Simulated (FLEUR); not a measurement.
# NaCeS2: which magnetic order is lowest, part 3 of 4

Does NaCeS2 prefer parallel or opposed moments?

FLEUR MaX-R8.1; LDA (Moruzzi-Janak-Williams) with U = 4.3 eV, J = 0.7 eV on Ce f; all-electron FLAPW, Dirac cores, scalar-relativistic bands. The settings are cheaper than careful work needs.

So far. Step 3 (Run 2 (antiferro q=(0,1/2,0) +-)): It lies 0.903 meV a seeded atom over the first start, and its largest moment is 0.986 μB against 0.982 μB. Step 4 (Start 3: antiferro q=(1/2,1/2,0) +-): It lies 1.11 meV a seeded atom over the first start, and its largest moment is 0.985 μB against 0.982 μB.

## (5) Start 4: antiferro q=(1/2,1/2,1/2) +-

An opposed order shows whether neighbours prefer unlike signs.

This order needs a doubled cell of 8 atoms. The mesh is halved along the doubled vector, so that both cells sample the same points.

Contents of inp.xml:

```
<?xml version="1.0" encoding="UTF-8" standalone="no"?>
<fleurInput fleurInputVersion="0.39">
   <comment>
      NaCeS2
   </comment>
   <calculationSetup>
      <cutoffs Kmax="3.6" Gmax="9.0" GmaxXC="9.0" numbands="0"/>
      <scfLoop itmax="130" minDistance="0.0001" maxIterBroyd="15" imix="Anderson" alpha="0.05" precondParam="0.0" spinf="2.0" sdNocoIR="T"/>
      <coreElectrons ctail="T" frcor="F" kcrel="0" coretail_lmax="0"/>
      <xcFunctional name="mjw" relativisticCorrections="F"/>
      <magnetism jspins="2"/>
      <soc l_soc="F" theta="0.0" phi="0.0" spav="F"/>
      <expertModes spex="0" secvar="F"/>
      <geometryOptimization l_f="F" forcealpha="1.0" forcemix="BFGS" epsdisp="0.00001" epsforce="0.00001"/>
      <ldaU l_linMix="F" mixParam="0.05" spinf="1.0"/>
   </calculationSetup>
   <cell>
      <bzIntegration valenceElectrons="66.0" mode="hist" fermiSmearingEnergy="0.00183747">
         <kPointListSelection listName="default-1"/>
         <xi:include xmlns:xi="http://www.w3.org/2001/XInclude" href="kpts.xml"> </xi:include>
      </bzIntegration>
      <xi:include xmlns:xi="http://www.w3.org/2001/XInclude" href="sym.xml"> </xi:include>
      <bulkLattice scale="1.0">
         <bravaisMatrix>
            <row-1>   15.4403096572242351     0.0000000000000000     0.0000000000000000</row-1>
            <row-2>    7.7201548286121175     7.7201548286121175     0.0000000000000000</row-2>
            <row-3>    7.7201548286121175     0.0000000000000000    10.5759580809868758</row-3>
         </bravaisMatrix>
      </bulkLattice>
   </cell>
   <atomSpecies>
      <species name="Sodium (Na)" element="Na" atomicNumber="11">
         <mtSphere radius="2.58" gridPoints="853" logIncrement="0.013"/>
         <atomicCutoffs lmax="10" lnonsphr="8"/>
         <electronConfig flipSpins="F">
            <coreConfig>(1s1/2)</coreConfig>
            <valenceConfig>(2s1/2) (2p1/2) (2p3/2) (3s1/2)</valenceConfig>
            <stateOccupation state="(3s1/2)" spinUp="0.500000" spinDown="0.500000"/>
         </electronConfig>
         <energyParameters s="3" p="3" d="3" f="4"/>
         <lo type="SCLO" l="0" n="2" eDeriv="0"/>
         <lo type="SCLO" l="1" n="2" eDeriv="0"/>
      </species>
      <species name="Cerium (Ce1.000" element="Ce" atomicNumber="58">
         <mtSphere radius="2.58" gridPoints="853" logIncrement="0.015"/>
         <atomicCutoffs lmax="10" lnonsphr="8"/>
         <electronConfig flipSpins="F">
            <coreConfig>(1s1/2) (2s1/2) (2p1/2) (2p3/2) (3s1/2) (3p1/2) (3p3/2) (4s1/2) (3d3/2) (3d5/2) (4p1/2) (4p3/2) (4d3/2) (4d5/2)</coreConfig>
            <valenceConfig>(5s1/2) (5p1/2) (5p3/2) (6s1/2) (5d3/2) (5d5/2) (4f5/2) (4f7/2)</valenceConfig>
            <stateOccupation state="(5d3/2)" spinUp="0.2" spinDown="0.2"/>
            <stateOccupation state="(5d5/2)" spinUp="0.3" spinDown="0.3"/>
            <stateOccupation state="(4f5/2)" spinUp="0.4285714285714" spinDown="0.0"/>
            <stateOccupation state="(4f7/2)" spinUp="0.5714285714286" spinDown="0.0"/>
         </electronConfig>
         <energyParameters s="6" p="6" d="5" f="4"/>
         <ldaU l="3" U="4.3" J="0.7" l_amf="F"/>
         <lo type="SCLO" l="0" n="5" eDeriv="0"/>
         <lo type="SCLO" l="1" n="5" eDeriv="0"/>
      </species>
      <species name="Cerium (Ce-1.000" element="Ce" atomicNumber="58">
         <mtSphere radius="2.58" gridPoints="853" logIncrement="0.015"/>
         <atomicCutoffs lmax="10" lnonsphr="8"/>
         <electronConfig flipSpins="F">
            <coreConfig>(1s1/2) (2s1/2) (2p1/2) (2p3/2) (3s1/2) (3p1/2) (3p3/2) (4s1/2) (3d3/2) (3d5/2) (4p1/2) (4p3/2) (4d3/2) (4d5/2)</coreConfig>
            <valenceConfig>(5s1/2) (5p1/2) (5p3/2) (6s1/2) (5d3/2) (5d5/2) (4f5/2) (4f7/2)</valenceConfig>
            <stateOccupation state="(5d3/2)" spinUp="0.2" spinDown="0.2"/>
            <stateOccupation state="(5d5/2)" spinUp="0.3" spinDown="0.3"/>
            <stateOccupation state="(4f5/2)" spinUp="0.0" spinDown="0.4285714285714"/>
            <stateOccupation state="(4f7/2)" spinUp="0.0" spinDown="0.5714285714286"/>
         </electronConfig>
         <energyParameters s="6" p="6" d="5" f="4"/>
         <ldaU l="3" U="4.3" J="0.7" l_amf="F"/>
         <lo type="SCLO" l="0" n="5" eDeriv="0"/>
         <lo type="SCLO" l="1" n="5" eDeriv="0"/>
      </species>
      <species name="Sulfur (S)" element="S" atomicNumber="16">
         <mtSphere radius="2.58" gridPoints="853" logIncrement="0.014"/>
         <atomicCutoffs lmax="10" lnonsphr="8"/>
         <electronConfig flipSpins="F">
            <coreConfig>(1s1/2) (2s1/2) (2p1/2) (2p3/2)</coreConfig>
            <valenceConfig>(3s1/2) (3p1/2) (3p3/2)</valenceConfig>
            <stateOccupation state="(3p1/2)" spinUp="0.666667" spinDown="0.666667"/>
            <stateOccupation state="(3p3/2)" spinUp="1.333333" spinDown="1.333333"/>
         </electronConfig>
         <energyParameters s="3" p="3" d="3" f="4"/>
      </species>
   </atomSpecies>
   <atomGroups>
      <atomGroup species="Sodium (Na)">
         <relPos label="                   1">-1.000/4.000 .0000000000 .0000000000</relPos>
         <relPos label="                   2">1.000/4.000 .0000000000 .0000000000</relPos>
         <force calculate="T" relaxXYZ="TTT"/>
      </atomGroup>
      <atomGroup species="Cerium (Ce1.000">
         <relPos label="                   3">1.000/2.000 1.000/2.000 1.000/2.000</relPos>
         <force calculate="T" relaxXYZ="TTT"/>
      </atomGroup>
      <atomGroup species="Cerium (Ce-1.000">
         <relPos label="                   4">.0000000000 1.000/2.000 1.000/2.000</relPos>
         <force calculate="T" relaxXYZ="TTT"/>
      </atomGroup>
      <atomGroup species="Sulfur (S)">
         <relPos label="                   5">1.000/2.000 .0000000000 1.000/2.000</relPos>
         <relPos label="                   6">.0000000000 .0000000000 1.000/2.000</relPos>
         <force calculate="T" relaxXYZ="TTT"/>
      </atomGroup>
      <atomGroup species="Sulfur (S)">
         <relPos label="                   7">-1.000/4.000 1.000/2.000 .0000000000</relPos>
         <relPos label="                   8">1.000/4.000 1.000/2.000 .0000000000</relPos>
         <force calculate="T" relaxXYZ="TTT"/>
      </atomGroup>
   </atomGroups>
   <output dos="F" band="F" slice="F">
      <bandDOS minEnergy="-.5*Htr" maxEnergy="0.5*Htr" sigma="0.015" storeEVData="T"/>
      <plotting iplot="0" polar="F">
         <plot TwoD="T" vec1="  1.0  0.0  0.0" vec2="  0.0  1.0  0.0" vec3="  0.0  0.0  1.0" zero="  0.0  0.0  0.0" file="plot"/>
      </plotting>
      <moessbauerParams electricFieldGradient="F" isomerShift="F" coreHyperfine="F" valenceHyperfine="F"/>
   </output>
</fleurInput>
```

Contents of crystal.txt:

```
NaCeS2
&input film=F cartesian=F /
8.17066000000  0.00000000000  0.00000000000
4.08533000000  4.08533000000  0.00000000000
4.08533000000  0.00000000000  5.59655600000
1.8897261246
1.0 1.0 1.0

8
11 0.00000000000  0.00000000000  0.00000000000
11 0.50000000000  0.00000000000  0.00000000000
58 0.75000000000  0.50000000000  0.50000000000 : 1.000
58 0.25000000000  0.50000000000  0.50000000000 : -1.000
16 0.75000000000  0.00000000000  0.50000000000
16 0.25000000000  0.00000000000  0.50000000000
16 0.00000000000  0.50000000000  0.00000000000
16 0.50000000000  0.50000000000  0.00000000000

&kpt div1=2 div2=4 div3=4 gamma=T /
```

On the command line:

```sh
OMP_NUM_THREADS=1 inpgen -f crystal.txt > inpgen.log  # inp.xml is then edited as shown
OMP_NUM_THREADS=1 mpirun -n 4 fleur_MPI > fleur.log
```

Log:

```text
[banner, memory and clock lines left out]
Welcome to FLEUR        (www.flapw.de)
      MaX-Release 8.1          (www.max-centre.eu)

 ========== k-point set info ==========
 Selected k-point list: default-1
 k-point list type: mesh
 0 x 0 x 0
 Number of k points: 16

 [... set-up left out ...]
 Iteration:     1   Distance:      14.48618488 me/bohr^3
 Iteration:     2   Distance:      13.59329118 me/bohr^3
 Iteration:     3   Distance:       8.17397809 me/bohr^3
 Iteration:     4   Distance:       9.45684990 me/bohr^3
 Iteration:     5   Distance:       2.23049358 me/bohr^3
[...]
[... left out ...]
            <freeEnergy value="-19633.0828112488"/>
            <extrapolationTo0K value="-19633.0826894119"/>
         </totalEnergy>
         [... left out ...]
         <ldaUDensityMatrixConvergence>
            <distance spin="1" distance="0.000003"/>
            <distance spin="2" distance="0.000003"/>
         </ldaUDensityMatrixConvergence>
         <densityConvergence units="me/bohr^3">
            <chargeDensity spin="1" distance="0.0000295937"/>
            <chargeDensity spin="2" distance="0.0000295936"/>
            <overallChargeDensity distance="0.0000537551"/>
            <spinDensity distance="0.0000247696"/>
         </densityConvergence>
      </iteration>
```

The job ended after 2.4 min (4 MPI ranks of AMD EPYC 7R43, shared host; peak memory 0.66 GiB; 9.6 min of CPU time).

This step gave:

```
free energy                                                       : -534243.3996 eV
program's band gap on this mesh (in a metal only a level spacing) : 0.2999 eV
magnetization                                                     : 0 μB
final state                                                       : antiferromagnetic
largest moment                                                    : 0.9889 μB
```

It lies 0.710 meV a seeded atom over the first start, and its largest moment is 0.989 μB against 0.982 μB.

## (6) Order 5, typed as no spin polarisation

A spinless run shows what the cell costs with no moments; under a U that can hold a penalty on part-filled orbitals beside the lost exchange.

The k list default-1 (kpts.xml, not shown) is a Γ-centred 4×4×4 mesh.

Contents of inp.xml:

```
<?xml version="1.0" encoding="UTF-8" standalone="no"?>
<fleurInput fleurInputVersion="0.39">
   <comment>
      NaCeS2
   </comment>
   <calculationSetup>
      <cutoffs Kmax="3.6" Gmax="9.0" GmaxXC="9.0" numbands="0"/>
      <scfLoop itmax="130" minDistance="0.0001" maxIterBroyd="15" imix="Anderson" alpha="0.05" precondParam="0.0" spinf="2.0" sdNocoIR="T"/>
      <coreElectrons ctail="T" frcor="F" kcrel="0" coretail_lmax="0"/>
      <xcFunctional name="mjw" relativisticCorrections="F"/>
      <magnetism jspins="1"/>
      <soc l_soc="F" theta="0.0" phi="0.0" spav="F"/>
      <expertModes spex="0" secvar="F"/>
      <geometryOptimization l_f="F" forcealpha="1.0" forcemix="BFGS" epsdisp="0.00001" epsforce="0.00001"/>
      <ldaU l_linMix="F" mixParam="0.05" spinf="1.0"/>
   </calculationSetup>
   <cell>
      <bzIntegration valenceElectrons="33.0" mode="hist" fermiSmearingEnergy="0.00183747">
         <kPointListSelection listName="default-1"/>
         <xi:include xmlns:xi="http://www.w3.org/2001/XInclude" href="kpts.xml"> </xi:include>
      </bzIntegration>
      <xi:include xmlns:xi="http://www.w3.org/2001/XInclude" href="sym.xml"> </xi:include>
      <bulkLattice scale="1.0">
         <bravaisMatrix>
            <row-1>    7.7201548286121175     0.0000000000000000     0.0000000000000000</row-1>
            <row-2>    0.0000000000000000     7.7201548286121175     0.0000000000000000</row-2>
            <row-3>    0.0000000000000000     0.0000000000000000    10.5759580809868758</row-3>
         </bravaisMatrix>
      </bulkLattice>
   </cell>
   <atomSpecies>
      <species name="Sodium (Na)" element="Na" atomicNumber="11">
         <mtSphere radius="2.58" gridPoints="853" logIncrement="0.013"/>
         <atomicCutoffs lmax="10" lnonsphr="8"/>
         <electronConfig flipSpins="F">
            <coreConfig>(1s1/2)</coreConfig>
            <valenceConfig>(2s1/2) (2p1/2) (2p3/2) (3s1/2)</valenceConfig>
            <stateOccupation state="(3s1/2)" spinUp="0.500000" spinDown="0.500000"/>
         </electronConfig>
         <energyParameters s="3" p="3" d="3" f="4"/>
         <lo type="SCLO" l="0" n="2" eDeriv="0"/>
         <lo type="SCLO" l="1" n="2" eDeriv="0"/>
      </species>
      <species name="Cerium (Ce)" element="Ce" atomicNumber="58">
         <mtSphere radius="2.58" gridPoints="853" logIncrement="0.015"/>
         <atomicCutoffs lmax="10" lnonsphr="8"/>
         <electronConfig flipSpins="F">
            <coreConfig>(1s1/2) (2s1/2) (2p1/2) (2p3/2) (3s1/2) (3p1/2) (3p3/2) (4s1/2) (3d3/2) (3d5/2) (4p1/2) (4p3/2) (4d3/2) (4d5/2)</coreConfig>
            <valenceConfig>(5s1/2) (5p1/2) (5p3/2) (6s1/2) (5d3/2) (5d5/2) (4f5/2) (4f7/2)</valenceConfig>
            <stateOccupation state="(5d3/2)" spinUp="0.200000" spinDown="0.200000"/>
            <stateOccupation state="(5d5/2)" spinUp="0.300000" spinDown="0.300000"/>
            <stateOccupation state="(4f5/2)" spinUp="0.214286" spinDown="0.214286"/>
            <stateOccupation state="(4f7/2)" spinUp="0.285714" spinDown="0.285714"/>
         </electronConfig>
         <energyParameters s="6" p="6" d="5" f="4"/>
         <ldaU l="3" U="4.3" J="0.7" l_amf="F"/>
         <lo type="SCLO" l="0" n="5" eDeriv="0"/>
         <lo type="SCLO" l="1" n="5" eDeriv="0"/>
      </species>
      <species name="Sulfur (S)" element="S" atomicNumber="16">
         <mtSphere radius="2.58" gridPoints="853" logIncrement="0.014"/>
         <atomicCutoffs lmax="10" lnonsphr="8"/>
         <electronConfig flipSpins="F">
            <coreConfig>(1s1/2) (2s1/2) (2p1/2) (2p3/2)</coreConfig>
            <valenceConfig>(3s1/2) (3p1/2) (3p3/2)</valenceConfig>
            <stateOccupation state="(3p1/2)" spinUp="0.666667" spinDown="0.666667"/>
            <stateOccupation state="(3p3/2)" spinUp="1.333333" spinDown="1.333333"/>
         </electronConfig>
         <energyParameters s="3" p="3" d="3" f="4"/>
      </species>
   </atomSpecies>
   <atomGroups>
      <atomGroup species="Sodium (Na)">
         <relPos label="                   1">.0000000000 .0000000000 .0000000000</relPos>
         <force calculate="T" relaxXYZ="TTT"/>
      </atomGroup>
      <atomGroup species="Cerium (Ce)">
         <relPos label="                   2">1.000/2.000 1.000/2.000 1.000/2.000</relPos>
         <force calculate="T" relaxXYZ="TTT"/>
      </atomGroup>
      <atomGroup species="Sulfur (S)">
         <relPos label="                   3">.0000000000 .0000000000 1.000/2.000</relPos>
         <force calculate="T" relaxXYZ="TTT"/>
      </atomGroup>
      <atomGroup species="Sulfur (S)">
         <relPos label="                   4">1.000/2.000 1.000/2.000 .0000000000</relPos>
         <force calculate="T" relaxXYZ="TTT"/>
      </atomGroup>
   </atomGroups>
   <output dos="F" band="F" slice="F">
      <bandDOS minEnergy="-.5*Htr" maxEnergy="0.5*Htr" sigma="0.015" storeEVData="T"/>
      <plotting iplot="0" polar="F">
         <plot TwoD="T" vec1="  1.0  0.0  0.0" vec2="  0.0  1.0  0.0" vec3="  0.0  0.0  1.0" zero="  0.0  0.0  0.0" file="plot"/>
      </plotting>
      <moessbauerParams electricFieldGradient="F" isomerShift="F" coreHyperfine="F" valenceHyperfine="F"/>
   </output>
</fleurInput>
```

Contents of crystal.txt:

```
NaCeS2
&input film=F cartesian=F /
4.08533000000  0.00000000000  0.00000000000
0.00000000000  4.08533000000  0.00000000000
0.00000000000  0.00000000000  5.59655600000
1.8897261246
1.0 1.0 1.0

4
11 0.00000000000  0.00000000000  0.00000000000
58 0.50000000000  0.50000000000  0.50000000000
16 0.00000000000  0.00000000000  0.50000000000
16 0.50000000000  0.50000000000  0.00000000000

&kpt div1=4 div2=4 div3=4 gamma=T /
```

Log:

```text
[banner, memory and clock lines left out]
Welcome to FLEUR        (www.flapw.de)
      MaX-Release 8.1          (www.max-centre.eu)

 ========== k-point set info ==========
 Selected k-point list: default-1
 k-point list type: mesh
 0 x 0 x 0
 Number of k points: 20

 [... set-up left out ...]
 no density matrix found ... skipping LDA+U
 Reset of history
 Iteration:     1   Distance:       8.87119478 me/bohr^3
 Iteration:     2   Distance:      11.40166430 me/bohr^3
 Iteration:     3   Distance:       9.09268413 me/bohr^3
 Iteration:     4   Distance:       6.97064066 me/bohr^3
[...]
<sumOfEigenvalues value="    -6002.3971982344">
               <coreElectrons value="-5990.6942656628"/>
               <valenceElectrons value="-11.7029325716"/>
            </sumOfEigenvalues>
         [... left out ...]
            <freeEnergy value="-9816.5102486274"/>
            <extrapolationTo0K value="-9816.5092184831"/>
         </totalEnergy>
         [... left out ...]
         <ldaUDensityMatrixConvergence>
            <distance spin="1" distance="0.000013"/>
         </ldaUDensityMatrixConvergence>
         <densityConvergence units="me/bohr^3">
            <chargeDensity spin="1" distance="0.0000721624"/>
         </densityConvergence>
      </iteration>
```

It took 45 s on 4 MPI ranks; peak memory 0.29 GiB; 3 min of CPU time.

Read from the output:

```
free energy                                                       : -267120.8520 eV
program's band gap on this mesh (in a metal only a level spacing) : 0.006650 eV
final state                                                       : non-magnetic (no spin polarisation)
```

It lies 849 meV a seeded atom over the first start.

(Continued in part 4 of 4.)

[Logs and program files are shortened in this print: banners, set-up blocks, solver, clock and traceback lines can be left out without a mark of their own.]

[Logs are printed without paths, hosts, clocks, repeated set-up lines and the standing remarks that a program may print on its own settings, such as how far it seeks lower states.]

[Hosts, paths, dates, database ids (printed as entryN), source tags and the programs' standing remarks are cut or masked in the printed files.]

[Where a cell is said to come from a database of computed structures, the database is the Materials Project.]
